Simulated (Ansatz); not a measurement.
## LiF (Griceite, Fm-3m): phonons against volume

Aim: how the vibrations of LiF (Griceite) shift with volume, and the expansion that follows.

What experiment has found for this phase:
- volume expansion coefficient 99.6 1e-6/K and heat capacity C_P per formula unit 42 J/mol/K near room temperature (given in “High-Throughput Prediction of Finite-Temperature Properties using the Quasi-Harmonic Approximation”, 2016, arXiv:1603.06924)
- volume expansion coefficient 106.5 1e-6/K near room temperature (given in “Descriptors for thermal expansion in solids”, 2017, arXiv:1701.03966)

Main program and level: Ansatz 0.2.0; DFT LDA, scalar-relativistic, plane waves, PAW.

Most raw output is cut from this account.

## 1. Starting point

Symmetry: Fm-3m, No. 225, cubic system. Conventional cell: a = 4.028 Å, b = 4.028 Å, c = 4.028 Å, α = 90.00°, β = 90.00°, γ = 90.00°. Nearest to Li lie 6 F at 2.01 Å. Nearest to F lie 6 Li at 2.01 Å. Farther neighbours and most contacts between anions are not listed.

## 2. Probe on a coarse mesh

A cheap single point shows whether the cell is a metal or an insulator and how far it is from rest; that sets the k-mesh and the occupations of what follows.

The input, input.yaml:

```yaml
crystal:
  lattice:
    - [0.0, 2.014, 2.014]
    - [2.014, 0.0, 2.014]
    - [2.014, 2.014, 0.0]
  atoms:
    - { symbol: Li, position: [0.0, 0.0, 0.0] }
    - { symbol: F, position: [0.5, 0.5, 0.5] }
kpoints:
  mp_grid: { grid: [8, 8, 8] }
hamiltonian:
  xc: lda
scf:
  occupations: { method: gaussian, width: 0.1 }
  lower_state_search: "off"
output:
  forces: true
  stress: true
  eigenvalues: true
```

On the command line:

```bash
$ ansatz run input.yaml --threads 4 --pin off --max-ram 16384MiB --backend cpu --events-out ev --progress --plain --runs-dir out
```

The job ended after 0.71 s (4 threads of Arm Neoverse V2, shared host; peak memory 0.24 GiB).

This step gave:

- pressure: -6.462 GPa
- gap on the k-mesh: 8.843 eV
- volume per atom: 8.169 Å³/atom

The start is under -6.5 GPa at this level and looks like an insulator or semiconductor on this mesh.

## 3. Relaxation

The vibrations must be taken about the equilibrium of this functional, not about the starting cell, so the structure is relaxed.

input.yaml, the sections that differ from step 2:

```yaml
kpoints:
  mp_grid: { grid: [10, 10, 10] }
scf:
  occupations: { method: gaussian, width: 0.02 }
  lower_state_search: "off"
relax:
  adjacent_minimum: "off"
  f_tol: 0.005
  max_steps: 80
  cell: { stress_tol: 0.05 }
# crystal, hamiltonian, output: as in step 2
```

The job ended after 1.8 s (4 threads; peak memory 0.27 GiB; 4.9 s of CPU time).

The steps of the relaxation:

```
step  energy less that of the first step (eV)  largest force component (eV/Å)  pressure (GPa)  volume (Å³)
   1                                   0.0000                          0.0000           -6.46        16.34
   2                                  -0.0180                          0.0000           -4.46        15.89
   3                                  -0.0361                          0.0000            0.43        14.99
   4                                  -0.0357                          0.0000           -0.03        15.06
  5*                                  -0.0304                          0.0000           -0.74        15.06
   6                                  -0.0315                          0.0000            0.00        14.94
  7*                                  -0.0307                          0.0000           -0.06        14.94
   8                                  -0.0308                          0.0000            0.00        14.93
  9*                                  -0.0306                          0.0000           -0.01        14.93
```

Relaxation steps marked * repeat the geometry before them on a plane-wave basis chosen anew for their cell, so energy and pressure can jump there.

The run keeps the 48 symmetry operations that it works with, so distortions that break them were not tested.

```
conventional cell, symmetrised  before  after  change
                         a (Å)   4.028  3.909  -3.0 %
                         b (Å)   4.028  3.909  -3.0 %
                         c (Å)   4.028  3.909  -3.0 %
              volume (Å³/atom)    8.17   7.47  -8.6 %
```

Final coordinates:

```xyz
2
Lattice="0.0000 1.9545 1.9545 1.9545 0.0000 1.9545 1.9545 1.9545 0.0000" Properties=species:S:1:pos:R:3 pbc="T T T"
Li    0.0000    0.0000    0.0000
F     1.9545    1.9545    1.9545
```

This step gave:

```yaml
pressure: -0.006379 GPa
gap_on_the_k_mesh: 9.697 eV
volume_per_atom: 7.466 Å³/atom
```

The relaxation ends with a pressure of -0.01 GPa.

## 4. A second relaxation

The relaxation is run once more from where the first one ended, as the script does after a large change of volume or of the gap, with mesh and occupations reviewed.

input.yaml, as its differences from that of step 3:

```diff
@@ -2,5 +2,5 @@
   lattice:
-    - [0.0, 2.014, 2.014]
-    - [2.014, 0.0, 2.014]
-    - [2.014, 2.014, 0.0]
+    - [0.0, 1.9544544194, 1.9544544194]
+    - [1.9544544194, 0.0, 1.9544544194]
+    - [1.9544544194, 1.9544544194, 0.0]
   atoms:
```

Run time: 0.45 s. Hardware: 4 threads; peak memory 0.26 GiB; 1.2 s of CPU time.

Little changed from the start: no atom moved by 0.005 Å and no cell edge by 0.1 %.

Numbers from this step:

* pressure: -0.006385 GPa

## 5. Tight relaxation

The relaxation is repeated with tighter thresholds on force and stress, since phonons are sensitive to what is left; a change of mesh or smearing in the input moves the cell too.

input.yaml, the sections that differ from step 4:

```yaml
kpoints:
  mp_grid: { grid: [12, 12, 12] }
scf:
  occupations: { method: fixed }
  lower_state_search: "off"
relax:
  adjacent_minimum: "off"
  f_tol: 0.001
  max_steps: 60
  cell: { stress_tol: 0.01 }
# crystal, hamiltonian, output: as in step 4
```

Run time: 0.51 s. Hardware: 4 threads; peak memory 0.26 GiB.

Little changed from the start: no atom moved by 0.005 Å and no cell edge by 0.1 %.

This step gave:

```yaml
pressure: -0.005168 GPa
```

The residual pressure is -0.0052 GPa, small enough for phonons.

## 6. Lattice dynamics at this volume, V/V0 1

Phonons at this volume give one point of F(V, T); meshes stay fixed along the series.

input.yaml, the sections that differ from step 5:

```yaml
output:
  eigenvalues: true
phonons:
  method: dfpt
  dielectric: true
  rigid_motions: translations
  qmesh: [4, 4, 4]
  temperatures: { t_max: 1000, t_step: 50 }
  qpath:
    path:
      - [[0.0, 0.0, 0.0], [0.5, 0.0, 0.5], [0.625, 0.25, 0.625]]
      - [[0.375, 0.375, 0.75], [0.0, 0.0, 0.0], [0.5, 0.5, 0.5], [0.5, 0.25, 0.75], [0.5, 0.0, 0.5]]
    npoints: 10
# crystal, kpoints, hamiltonian, scf: as in step 5
# relax: removed
```

Run time: 32 s. Hardware: 4 threads; peak memory 0.81 GiB.

This step gave:

* Γ frequencies: 0, 0, 0, 339.2, 339.2, 339.2 cm⁻¹ (negative: imaginary)
* lowest frequency on the path: 0 cm⁻¹
* zero-point energy: 0.1291 eV/cell
* point group: m-3m
* highest frequency: 668.2 cm⁻¹
* Debye temperature from the second moment: 679 K

LO-TO term included. Phonon branches along the path, in cm⁻¹:

```
    point  branch 1  branch 2  branch 3  branch 4  branch 5  branch 6
        Γ         0         0         0       339       339       668
  halfway       183       183       279       358       358       578
        X       253       253       376       376       376       482
  halfway       253       278       371       371       395       474
        U       254       325       355       356       443       450
jump to K       254       325       355       356       443       450
  halfway       183       215       292       317       372       614
        Γ         0         0         0       339       339       668
  halfway       154       154       269       333       333       651
        L       231       231       317       317       398       625
  halfway       251       287       339       374       376       543
        W       290       334       334       397       425       425
  halfway       272       282       366       387       390       466
        X       253       253       376       376       376       482
```

Tetrahedra on 28 28 28, mean over bins of 10 cm⁻¹. Phonon density of states against wavenumber; read off at these points:

```
wavenumber (cm⁻¹)  phonon density of states (1/cm⁻¹/cell)
                5                                       0
               35                                  1.2e-4
               65                                  4.7e-4
               95                                 0.00109
              135                                  0.0025
              165                                 0.00425
              195                                 0.00722
              225                                  0.0145
              255                                  0.0253
              285                                  0.0113
              315                                  0.0149
              355                                  0.0467
              385                                  0.0193
              415                                 0.00588
              445                                 0.00112
              475                                 0.00553
              485                                 0.00565
              505                                 0.00479
              535                                 0.00482
              575                                 0.00508
              605                                 0.00537
              635                                 0.00396
              665                                  9.2e-4
```

Harmonic. Thermo, by row:

```
T (K)  F_vib (meV/atom)  S (J/mol-atom/K)  C_V (J/mol-atom/K)
    0             64.57                 0                   0
   50             64.54             0.222               0.782
  100             64.04             2.091               5.746
  150              62.1             5.521               11.33
  200             58.25             9.367               15.33
  250             52.42             13.09               17.96
  300             44.73             16.53               19.71
  350             35.34             19.66               20.91
  400              24.4             22.51               21.75
  450             12.05             25.11               22.36
  500             -1.59             27.49               22.81
  550            -16.41             29.68               23.16
  600            -32.33             31.71               23.43
  650            -49.25             33.59               23.64
  700            -67.12             35.35               23.82
  750            -85.87                37               23.95
  800            -105.5             38.55               24.07
  850            -125.8             40.01               24.17
  900            -146.9              41.4               24.25
  950            -168.7             42.71               24.32
 1000            -191.2             43.96               24.38
```

Phonopy on the run's constants, 21x21x21 mesh, Gaussian sigma 5.1 cm⁻¹. Modes against wavenumber; read off at these points; values in 1/cm⁻¹/cell:

```
wavenumber (cm⁻¹)        F       Li
              0.0   2.0e-5   1.0e-5
             25.0   3.6e-5   1.7e-5
             50.0   1.7e-4   6.0e-5
             75.0   3.3e-4   1.2e-4
            100.0   9.3e-4   3.1e-4
            125.0  0.00143   4.5e-4
            150.0  0.00260   7.6e-4
            175.0  0.00397  0.00104
            200.0  0.00628  0.00133
            225.0   0.0131  0.00170
            250.0   0.0224  0.00201
            275.0   0.0124  0.00101
            300.0   0.0097   8.1e-4
            325.0   0.0106   0.0220
            350.0   0.0197   0.0237
            354.9   0.0222   0.0243
            359.3   0.0228   0.0241
            375.0   0.0114   0.0189
            400.0  0.00109  0.00858
            425.0   2.5e-5  0.00328
            450.0   1.0e-5  0.00205
            475.0   1.2e-4  0.00538
            500.0   2.2e-4  0.00479
            525.0   3.0e-4  0.00473
            550.0   3.9e-4  0.00490
            575.0   4.8e-4  0.00493
            600.0   5.9e-4  0.00477
            625.0   7.0e-4  0.00436
            650.0   6.1e-4  0.00216
            675.0   2.3e-5   5.8e-5
```

Born charge (rows field, columns displacement) (e), principal values of the symmetric part by kind of site:

```
atom  atoms with these values    low  middle   high   mean
 Li1                        1   1.04    1.04   1.04   1.04
  F2                        1  -1.04   -1.04  -1.04  -1.04
```

In full for Li1:

```
1.04 0.00 0.00
0.00 1.04 0.00
0.00 0.00 1.04
```

ε∞:

```
2.12 0.00 0.00
0.00 2.12 0.00
0.00 0.00 2.12
```

No LO-TO term. The modes at Γ (shares of kinetic energy by element, %):

```
mode  frequency (cm⁻¹)  symmetry  Li %  F %
   1               0.0       T1u    27   73
   2               0.0       T1u    27   73
   3               0.0       T1u    27   73
   4             339.2       T1u    73   27
   5             339.2       T1u    73   27
   6             339.2       T1u    73   27
```

Displacements in mode 6 (339.2 cm⁻¹), the largest set to 1:
```
Li1  0.44 -0.07  1.00
F2  -0.16  0.03 -0.37
```

No mode is imaginary beyond numerical noise at the solved wavevectors.

## 7. Single point at a scaled cell, V/V0 1.015

Symmetry fixes every atom, so a single point at the scaled cell gives the energy and pressure of this member.

input.yaml, the sections that differ from step 6:

```yaml
crystal:
  lattice:
    - [0.0, 1.9641782333, 1.9641782333]
    - [1.9641782333, 0.0, 1.9641782333]
    - [1.9641782333, 1.9641782333, 0.0]
  atoms:
    - { symbol: Li, position: [0.0, 0.0, 0.0] }
    - { symbol: F, position: [0.5, 0.5, 0.5] }
output:
  forces: true
  stress: true
  eigenvalues: true
# kpoints, hamiltonian, scf: as in step 6
# phonons: removed
```

Wall time 0.76 s (4 threads); peak memory 0.25 GiB.

This step gave:

```yaml
pressure: -1.255 GPa
gap_on_the_k_mesh: 9.549 eV
volume_per_atom: 7.578 Å³/atom
```

At this level the gap is 9.55 eV on the k-mesh of the self-consistent run, which can miss the band edges.

## 8. Lattice dynamics at this volume, V/V0 1.015

input.yaml, the sections that differ from step 7:

```yaml
output:
  eigenvalues: true
phonons:
  method: dfpt
  dielectric: true
  rigid_motions: translations
  qmesh: [4, 4, 4]
  temperatures: { t_max: 1000, t_step: 50 }
  qpath:
    path:
      - [[0.0, 0.0, 0.0], [0.5, 0.0, 0.5], [0.625, 0.25, 0.625]]
      - [[0.375, 0.375, 0.75], [0.0, 0.0, 0.0], [0.5, 0.5, 0.5], [0.5, 0.25, 0.75], [0.5, 0.0, 0.5]]
    npoints: 10
# crystal, kpoints, hamiltonian, scf: as in step 7
```

It took 32 s on 4 threads; peak memory 0.82 GiB; 2 min of CPU time.

LO-TO term included. The phonon branches at the labelled points (cm⁻¹):

```
    point  branch 1  branch 2  branch 3  branch 4  branch 5  branch 6
        Γ         0         0         0       326       326       659
  halfway       182       182       270       344       344       571
        X       251       251       363       363       366       474
  halfway       250       275       358       361       383       466
        U       249       319       344       346       433       441
jump to K       249       319       344       346       433       441
  halfway       176       213       285       306       359       606
        Γ         0         0         0       326       326       659
  halfway       150       150       264       321       321       643
        L       224       224       306       306       391       617
  halfway       244       281       328       361       371       535
        W       282       327       327       387       415       415
  halfway       267       279       356       376       377       458
        X       251       251       363       363       366       474
```

No mode is imaginary beyond numerical noise at the solved wavevectors. The highest zone-centre mode (no LO–TO term) moved by -3.9 % for a volume change of +1.5 %.

## 9. Single point at a scaled cell, V/V0 0.985

input.yaml, the sections that differ from step 8:

```yaml
crystal:
  lattice:
    - [0.0, 1.9446328746, 1.9446328746]
    - [1.9446328746, 0.0, 1.9446328746]
    - [1.9446328746, 1.9446328746, 0.0]
  atoms:
    - { symbol: Li, position: [0.0, 0.0, 0.0] }
    - { symbol: F, position: [0.5, 0.5, 0.5] }
output:
  forces: true
  stress: true
  eigenvalues: true
# kpoints, hamiltonian, scf: as in step 8
# phonons: removed
```

It took 0.27 s on 4 threads; peak memory 0.25 GiB; 0.67 s of CPU time.

The run ends at a pressure of 1.35 GPa.

## 10. Lattice dynamics at this volume, V/V0 0.985

input.yaml, the sections that differ from step 9:

```yaml
output:
  eigenvalues: true
phonons:
  method: dfpt
  dielectric: true
  rigid_motions: translations
  qmesh: [4, 4, 4]
  temperatures: { t_max: 1000, t_step: 50 }
  qpath:
    path:
      - [[0.0, 0.0, 0.0], [0.5, 0.0, 0.5], [0.625, 0.25, 0.625]]
      - [[0.375, 0.375, 0.75], [0.0, 0.0, 0.0], [0.5, 0.5, 0.5], [0.5, 0.25, 0.75], [0.5, 0.0, 0.5]]
    npoints: 10
# crystal, kpoints, hamiltonian, scf: as in step 9
```

Wall time 32 s (4 threads); peak memory 0.81 GiB.

LO-TO term included. The phonon branches at the labelled points (cm⁻¹):

```
    point  branch 1  branch 2  branch 3  branch 4  branch 5  branch 6
        Γ         0         0         0       353       353       678
  halfway       185       185       289       372       372       585
        X       256       256       386       390       390       490
  halfway       256       282       380       384       408       482
        U       258       331       363       368       453       460
jump to K       258       331       363       368       453       460
  halfway       190       218       299       329       385       622
        Γ         0         0         0       353       353       678
  halfway       159       159       274       346       346       660
        L       238       238       328       328       405       634
  halfway       257       294       351       381       387       552
        W       297       340       340       406       436       436
  halfway       277       286       374       399       403       475
        X       256       256       386       390       390       490
```

No mode is imaginary beyond numerical noise at the solved wavevectors. The highest zone-centre mode (no LO–TO term) moved by +4.0 % for a volume change of -1.5 %.

## 11. Single point at a scaled cell, V/V0 1.03

input.yaml, the sections that differ from step 10:

```yaml
crystal:
  lattice:
    - [0.0, 1.9738067118, 1.9738067118]
    - [1.9738067118, 0.0, 1.9738067118]
    - [1.9738067118, 1.9738067118, 0.0]
  atoms:
    - { symbol: Li, position: [0.0, 0.0, 0.0] }
    - { symbol: F, position: [0.5, 0.5, 0.5] }
output:
  forces: true
  stress: true
  eigenvalues: true
  write_density: true
  write_potential: true
  elf: true
  volumetric_format: npy
# kpoints, hamiltonian, scf: as in step 10
# phonons: removed
```

Elapsed: 0.33 s, on 4 threads; peak memory 0.25 GiB.

The run ends at a pressure of -2.42 GPa.

## 12. Phonons, V/V0 1.03

input.yaml, the sections that differ from step 11:

```yaml
output:
  eigenvalues: true
phonons:
  method: dfpt
  dielectric: true
  rigid_motions: translations
  qmesh: [4, 4, 4]
  temperatures: { t_max: 1000, t_step: 50 }
  qpath:
    path:
      - [[0.0, 0.0, 0.0], [0.5, 0.0, 0.5], [0.625, 0.25, 0.625]]
      - [[0.375, 0.375, 0.75], [0.0, 0.0, 0.0], [0.5, 0.5, 0.5], [0.5, 0.25, 0.75], [0.5, 0.0, 0.5]]
    npoints: 10
# crystal, kpoints, hamiltonian, scf: as in step 11
```

Wall time 32 s (4 threads); peak memory 0.82 GiB.

No mode is imaginary beyond numerical noise at the solved wavevectors. The highest zone-centre mode (no LO–TO term) moved by -7.7 % for a volume change of +3.0 %.

(Continued in part 2 of 2.)

[Logs are printed without paths, hosts, clocks, repeated set-up lines and the standing remarks that a program may print on its own settings, such as how far it seeks lower states.]

[Hosts, paths, dates, database ids (printed as entryN), source tags and the programs' standing remarks are cut or masked in the printed files.]

[A step with changed settings may run another functional than the one named; its input shows which.]

[Of the runs on displaced cells, only some may be shown.]
